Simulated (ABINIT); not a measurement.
## A GW chain in ABINIT: NiO2 (P-3m1)

How does a plane-wave GW calculation on NiO2 (P-3m1) run from the first input to the gap?

Program: ABINIT 10.8.3. Level of theory: LDA and many-body steps on it, plane waves. Values are calculated unless marked as measured.

The raw output is cut from this account; settings, times and results stay.

## Step 1: Set-up

Symmetry: P-3m1, No. 164, trigonal system. Conventional cell: a = 2.799 Å, b = 2.799 Å, c = 4.618 Å, α = 90.00°, β = 90.00°, γ = 120.00°. Nearest to Ni lie 6 O at 1.88 Å. Nearest to O lie 3 Ni at 1.88 Å. Farther neighbours, and contacts between anions beyond the nearest, are not listed.

The cell and positions are those that the Materials Project relaxed with its own functionals (PBE, PBE+U or r2SCAN), kept fixed.

## Step 2: Ground state

This step: ABINIT 10.8.3; DFT, LDA, plane waves, norm-conserving pseudopotentials.

The ground-state density comes first.

run.abi reads:

```
acell 3*1.0 Angstrom
rprim 
  2.798781865034 -0.000000000008 0.000000000000
  -1.399390932510 2.423816194775 0.000000000000
  0.000000000000 0.000000000000 4.618273000000
ntypat 2
znucl 28 8
natom 3
typat 1 2 2
xred 
  0.000000000000 0.000000000000 0.500000000000
  0.666666666667 0.333333333333 0.706039000000
  0.333333333333 0.666666666667 0.293961000000
pp_dirpath "pseudos"
pseudos "Ni.upf, O.upf"
ecut 45
ngkpt 9 9 4
nshiftk 1
shiftk 0 0 0
kptopt 1
chksymbreak 0
nband 20
occopt 1
tolvrs 1e-10
nstep 60
prtwf 0
optforces 0
optstress 0
indata_prefix "in"
outdata_prefix "out"
tmpdata_prefix "tmp"
```

On the command line:

```sh
$ OMP_NUM_THREADS=1 mpirun -n 4 abinit run.abi > log
```

Wall time 43 s (4 MPI ranks of Arm Neoverse N1, shared host); peak memory 0.31 GiB.

Read from the output:

* total energy: -5458.5347 eV
* gap: 0.8748 eV
* k of the valence top: 0.1111, 0, 0.5
* k of the conduction bottom: 0.3333, 0, 0.25
* least direct gap: 1.056 eV

The gap is indirect, with the least direct gap 0.18 eV higher.

## Step 3: Bands along the symmetry lines

Levels along a band path, at the cheap level, show where the edges lie and whether the meshes to come will hold them.

run.abi reads:

```
acell 3*1.0 Angstrom
rprim 
  2.798781865034 -0.000000000008 0.000000000000
  -1.399390932510 2.423816194775 0.000000000000
  0.000000000000 0.000000000000 4.618273000000
ntypat 2
znucl 28 8
natom 3
typat 1 2 2
xred 
  0.000000000000 0.000000000000 0.500000000000
  0.666666666667 0.333333333333 0.706039000000
  0.333333333333 0.666666666667 0.293961000000
pp_dirpath "pseudos"
pseudos "Ni.upf, O.upf"
ecut 45
iscf -2
irdden 1
kptopt 0
nkpt 75
kpt 
  0.00000000 0.00000000 0.00000000
  0.06250000 0.00000000 0.00000000
  0.12500000 0.00000000 0.00000000
  0.18750000 0.00000000 0.00000000
  0.25000000 0.00000000 0.00000000
  0.31250000 0.00000000 0.00000000
  0.37500000 0.00000000 0.00000000
  0.43750000 0.00000000 0.00000000
  0.50000000 0.00000000 0.00000000
  0.47916667 0.04166667 0.00000000
  0.45833333 0.08333333 0.00000000
  0.43750000 0.12500000 0.00000000
  0.41666666 0.16666666 0.00000000
  0.39583333 0.20833333 0.00000000
  0.37500000 0.25000000 0.00000000
  0.35416666 0.29166666 0.00000000
  0.33333333 0.33333333 0.00000000
  0.29166666 0.29166666 0.00000000
  0.25000000 0.25000000 0.00000000
  0.20833333 0.20833333 0.00000000
  0.16666666 0.16666666 0.00000000
  0.12500000 0.12500000 0.00000000
  0.08333333 0.08333333 0.00000000
  0.04166667 0.04166667 0.00000000
  0.00000000 0.00000000 0.00000000
  0.00000000 0.00000000 0.06250000
  0.00000000 0.00000000 0.12500000
  0.00000000 0.00000000 0.18750000
  0.00000000 0.00000000 0.25000000
  0.00000000 0.00000000 0.31250000
  0.00000000 0.00000000 0.37500000
  0.00000000 0.00000000 0.43750000
  0.00000000 0.00000000 0.50000000
  0.06250000 0.00000000 0.50000000
  0.12500000 0.00000000 0.50000000
  0.18750000 0.00000000 0.50000000
  0.25000000 0.00000000 0.50000000
  0.31250000 0.00000000 0.50000000
  0.37500000 0.00000000 0.50000000
  0.43750000 0.00000000 0.50000000
  0.50000000 0.00000000 0.50000000
  0.47916667 0.04166667 0.50000000
  0.45833333 0.08333333 0.50000000
  0.43750000 0.12500000 0.50000000
  0.41666666 0.16666666 0.50000000
  0.39583333 0.20833333 0.50000000
  0.37500000 0.25000000 0.50000000
  0.35416666 0.29166666 0.50000000
  0.33333333 0.33333333 0.50000000
  0.29166666 0.29166666 0.50000000
  0.25000000 0.25000000 0.50000000
  0.20833333 0.20833333 0.50000000
  0.16666666 0.16666666 0.50000000
  0.12500000 0.12500000 0.50000000
  0.08333333 0.08333333 0.50000000
  0.04166667 0.04166667 0.50000000
  0.00000000 0.00000000 0.50000000
  0.50000000 0.00000000 0.50000000
  0.50000000 0.00000000 0.43750000
  0.50000000 0.00000000 0.37500000
  0.50000000 0.00000000 0.31250000
  0.50000000 0.00000000 0.25000000
  0.50000000 0.00000000 0.18750000
  0.50000000 0.00000000 0.12500000
  0.50000000 0.00000000 0.06250000
  0.50000000 0.00000000 0.00000000
  0.33333333 0.33333333 0.50000000
  0.33333333 0.33333333 0.43750000
  0.33333333 0.33333333 0.37500000
  0.33333333 0.33333333 0.31250000
  0.33333333 0.33333333 0.25000000
  0.33333333 0.33333333 0.18750000
  0.33333333 0.33333333 0.12500000
  0.33333333 0.33333333 0.06250000
  0.33333333 0.33333333 0.00000000
istwfk *1
nband 22
nbdbuf 2
tolwfr 1e-08
nstep 40
prtwf 0
prtvol 0
indata_prefix "in"
outdata_prefix "out"
tmpdata_prefix "tmp"
```

Wall time 31 s (4 MPI ranks); peak memory 0.32 GiB; 2 min of CPU time.

Numbers from this step:

```
gap                        : 0.9170 eV
k of the valence top       : 0.125, 0, 0.5
k of the conduction bottom : 0.25, 0, 0.5
least direct gap           : 1.203 eV
```

The gap is 0.917 eV, +0.042 eV from the run before at this level.

Electronic bands along the path, in eV, zero at the top of the highest filled band:

| point | band 12 | band 13 | band 14 | band 15 | band 16 | band 17 | band 18 | band 19 |
| --- | --- | --- | --- | --- | --- | --- | --- | --- |
| Γ | -1.20 | -1.20 | -0.87 | -0.42 | 2.05 | 2.05 | 7.40 | 10.79 |
| halfway | -1.55 | -0.87 | -0.78 | -0.48 | 1.09 | 1.84 | 9.62 | 13.05 |
| M | -2.31 | -1.70 | -1.67 | -1.01 | 1.43 | 2.00 | 12.15 | 12.97 |
| halfway | -2.55 | -1.67 | -1.28 | -0.66 | 1.31 | 1.50 | 13.05 | 13.26 |
| K | -2.87 | -1.78 | -0.72 | -0.72 | 1.15 | 1.15 | 13.55 | 14.50 |
| halfway | -1.46 | -1.34 | -0.67 | -0.31 | 1.30 | 1.40 | 10.22 | 13.77 |
| Γ | -1.20 | -1.20 | -0.87 | -0.42 | 2.05 | 2.05 | 7.40 | 10.79 |
| halfway | -1.59 | -1.22 | -1.22 | -0.18 | 2.07 | 2.07 | 8.11 | 10.58 |
| A | -2.12 | -1.24 | -1.24 | -0.10 | 2.09 | 2.09 | 9.53 | 9.60 |
| halfway | -1.51 | -1.14 | -0.85 | -0.33 | 0.92 | 1.81 | 10.69 | 11.51 |
| L | -1.70 | -1.70 | -1.67 | -1.09 | 1.43 | 1.91 | 11.38 | 12.52 |
| halfway | -2.35 | -1.67 | -1.16 | -0.81 | 1.46 | 1.59 | 12.17 | 13.30 |
| H | -3.14 | -1.77 | -0.83 | -0.83 | 1.45 | 1.45 | 13.18 | 14.42 |
| halfway | -1.45 | -1.31 | -0.64 | -0.48 | 0.98 | 1.57 | 11.04 | 12.03 |
| A | -2.12 | -1.24 | -1.24 | -0.10 | 2.09 | 2.09 | 9.53 | 9.60 |
| jump to L | -1.70 | -1.70 | -1.67 | -1.09 | 1.43 | 1.91 | 11.38 | 12.52 |
| halfway | -2.02 | -1.70 | -1.66 | -1.04 | 1.44 | 1.95 | 11.66 | 12.75 |
| M | -2.31 | -1.70 | -1.67 | -1.01 | 1.43 | 2.00 | 12.15 | 12.97 |
| jump to H | -3.14 | -1.77 | -0.83 | -0.83 | 1.45 | 1.45 | 13.18 | 14.42 |
| halfway | -3.00 | -1.77 | -0.78 | -0.78 | 1.30 | 1.30 | 13.36 | 14.55 |
| K | -2.87 | -1.78 | -0.72 | -0.72 | 1.15 | 1.15 | 13.55 | 14.50 |

## Step 4: Empty states on the mesh, 3×3×2 mesh, 39 bands

The sums over transitions need many empty states on a uniform mesh; this step solves for them.

run.abi reads:

```
acell 3*1.0 Angstrom
rprim 
  2.798781865034 -0.000000000008 0.000000000000
  -1.399390932510 2.423816194775 0.000000000000
  0.000000000000 0.000000000000 4.618273000000
ntypat 2
znucl 28 8
natom 3
typat 1 2 2
xred 
  0.000000000000 0.000000000000 0.500000000000
  0.666666666667 0.333333333333 0.706039000000
  0.333333333333 0.666666666667 0.293961000000
pp_dirpath "pseudos"
pseudos "Ni.upf, O.upf"
ecut 45
ngkpt 3 3 2
nshiftk 1
shiftk 0 0 0
kptopt 1
chksymbreak 0
iscf -2
irdden 1
istwfk *1
nband 39
nbdbuf 4
tolwfr 1e-09
nstep 60
prtvol 0
indata_prefix "in"
outdata_prefix "out"
tmpdata_prefix "tmp"
```

Run time: 8.5 s. Hardware: 4 MPI ranks; peak memory 0.25 GiB; 34 s of CPU time.

Read from the output:

```yaml
gap: 1.123 eV
k_of_the_valence_top: 0, 0, 0.5
k_of_the_conduction_bottom: 0.3333, 0, 0.5
least_direct_gap: 1.661 eV
k_points_computed: 6
lowest_point_of_the_top_converged_band_above_the_valence_top: 35.35 eV
```

On this mesh the gap is 1.123 eV. The earlier step found 0.875 eV, so this mesh misses an edge.

## Step 5: Screening, 3×3×2 mesh, 35 bands, screening to 106.1 eV

The RPA dielectric matrix is built and inverted for each q.

This step: RPA screening on LDA, plane waves, norm-conserving pseudopotentials.

run.abi: that of step 4 with these lines changed.

```diff
@@ -21,10 +21,11 @@
 chksymbreak 0
-iscf -2
-irdden 1
 istwfk *1
-nband 39
-nbdbuf 4
-tolwfr 1e-09
-nstep 60
-prtvol 0
+occopt 1
+irdwfk 1
+optdriver 3
+nband 35
+ecuteps 3.9
+inclvkb 2
+awtr 1
+symchi 1
 indata_prefix "in"
```

It took 6 s on 4 MPI ranks; peak memory 0.34 GiB; 24 s of CPU time.

Read from the output:

| Quantity | Value |
| --- | --- |
| ε∞ with local fields, on this mesh | 9.470 |
| ε∞ without local fields, on this mesh | 11.38 |
| plasma frequency | 36.34 eV |
| plane waves in the screening matrix | 85 |

Local fields lower ε∞ by 17 %. On a Γ-centred mesh this coarse the value itself is usually too large, while a short band sum pulls it down.

## Step 6: Self-energy, 3×3×2 mesh, 35 bands, screening to 106.1 eV

The self-energy is evaluated for the states that the input lists, and the quasiparticle equation is solved.

This step: G0W0 on LDA, plane waves, norm-conserving pseudopotentials.

run.abi: that of step 5 with these lines changed.

```diff
@@ -24,8 +24,19 @@
 irdwfk 1
-optdriver 3
+optdriver 4
 nband 35
+gwcalctyp 0
+ecutsigx 45
+symsigma 1
+nkptgw 3
+kptgw 
+  0.0000000000 0.0000000000 0.5000000000
+  0.3333333333 0.0000000000 0.5000000000
+  0.0000000000 0.0000000000 0.0000000000
+bdgw 
+  13 17
+  14 17
+  14 17
 ecuteps 3.9
-inclvkb 2
-awtr 1
-symchi 1
+irdscr 1
+ppmodel 1
 indata_prefix "in"
```

The job ended after 4.7 s (4 MPI ranks; peak memory 0.34 GiB; 19 s of CPU time).

Read from the output:

* G0W0 gap on the mesh: 2.047 eV
* starting gap on the mesh: 1.123 eV
* k of the valence top: 0, 0, 0.5
* k of the conduction bottom: 0.3333, 0, 0.5
* Z at the valence top: 0.714
* Z at the conduction bottom: 0.727
* least direct G0W0 gap on the computed points: 2.549 eV

The gap on the mesh goes from 1.12 eV to 2.05 eV, a correction of +0.92 eV. The start differs from the 0.87 eV found before because the two sample other k points.

Limits: finite bands, cutoff and mesh; no spin polarisation; d states lean on the start; coarse k mesh. v1 is the top filled band, c1 the lowest empty one. Levels before and after the correction, in eV, zero at the valence-band top of each column:

|  | conduction bottom | valence top |
| --- | --- | --- |
| Kohn-Sham | 1.12 | 0.00 |
| G0W0 | 2.05 | 0.00 |

|  | level | energy (eV) |
| --- | --- | --- |
| Kohn-Sham | (0 0 0.5) v3-v2 | -1.143 |
| Kohn-Sham | (0 0 0.5) v1 | 0.000 |
| Kohn-Sham | (0 0 0.5) c1-c2 | 2.183 |
| Kohn-Sham | (0.333 0 0.5) v2 | -1.015 |
| Kohn-Sham | (0.333 0 0.5) v1 | -0.538 |
| Kohn-Sham | (0.333 0 0.5) c1 | 1.123 |
| Kohn-Sham | (0.333 0 0.5) c2 | 1.922 |
| G0W0 | (0 0 0.5) v3-v2 | -1.091 |
| G0W0 | (0 0 0.5) v1 | 0.000 |
| G0W0 | (0 0 0.5) c1-c2 | 3.171 |
| G0W0 | (0.333 0 0.5) v2 | -1.006 |
| G0W0 | (0.333 0 0.5) v1 | -0.502 |
| G0W0 | (0.333 0 0.5) c1 | 2.047 |
| G0W0 | (0.333 0 0.5) c2 | 2.927 |

## Step 7: Where the time went

Times are wall times on 4 MPI ranks of Arm Neoverse N1, shared host, good to a factor of about two.

| step | time | share | memory (GiB) |
| --- | --- | --- | --- |
| ground state | 43 s | 47 % | 0.31 |
| bands along the symmetry lines | 31 s | 33 % | 0.32 |
| empty states on the mesh | 8.5 s | 9 % | 0.25 |
| screening | 6 s | 6 % | 0.34 |
| self-energy | 4.7 s | 5 % | 0.34 |

## Step 8: Outcome

| Item | Value |
| --- | --- |
| LDA gap | 0.87 eV, indirect |
| G0W0 gap on the mesh | 2.05 eV |
| G0W0 gap over the zone (rigid shift) | 1.80 eV |
| GW settings | 3×3×2 mesh, 35 bands, screening to 106.1 eV, Godby-Needs plasmon pole |
| known limits | short of the basis limit; no spin polarisation; d states lean on the start; coarse k mesh |

In words: G0W0 moves the gap on the mesh from 1.12 eV to 2.05 eV (+0.92 eV), with Z of 0.71 and 0.73 at the edges. The mesh misses the band edges by 0.25 eV in all; a rigid shift gives 1.80 eV for the zone. Local fields lower the RPA ε∞ on this mesh from 11.38 to 9.47; a Γ-centred mesh this coarse tends to raise both, most where the direct gap is narrow, while a short band sum lowers them. Bands and cutoff are finite, so the gap stands short of the basis limit, usually by up to a few tenths of an eV; the mesh is an error of its own. The 3×3×2 mesh is coarse for this cell, which bears on the long-range parts of exchange and screening. The runs have no spin polarisation. For a closed low-spin shell that is the natural state; where a d or f shell is open it is a constraint, and the gap is then not the crystal's own. With d states at the gap, one-shot GW leans hard on its start.

[Long decimals in the printed logs are rounded to 6 places.]

[Logs are printed without paths, hosts, clocks, repeated set-up lines and the standing remarks that a program may print on its own settings, such as how far it seeks lower states.]

[Paths, hosts, dates, memory and timing lines, banners, echoed tables and standing remarks are left out of the program output; an Ansatz launch command may be rebuilt from the run's recorded settings. Measured values are a selection of at most five: reports struck by readers or far from the other reports are left out. None is set beside runs whose start may be inverted or whose files or cutoffs have a known fault.]

[Runs of the session that timed out or met a known fault of the program may be left out.]

[Hosts, paths, dates, database ids (printed as entryN), source tags and the programs' standing remarks are cut or masked in the printed files.]

[G0W0 gaps are taken among the corrected bands and points alone; a level outside them can change the order at an edge.]

[Where Ansatz stands beside ABINIT at settings called matched, ABINIT's density can come from a denser mesh and the files from another edition; pairs whose starting gaps differed by over 0.03 eV were left out, so agreement reads better than it is.]
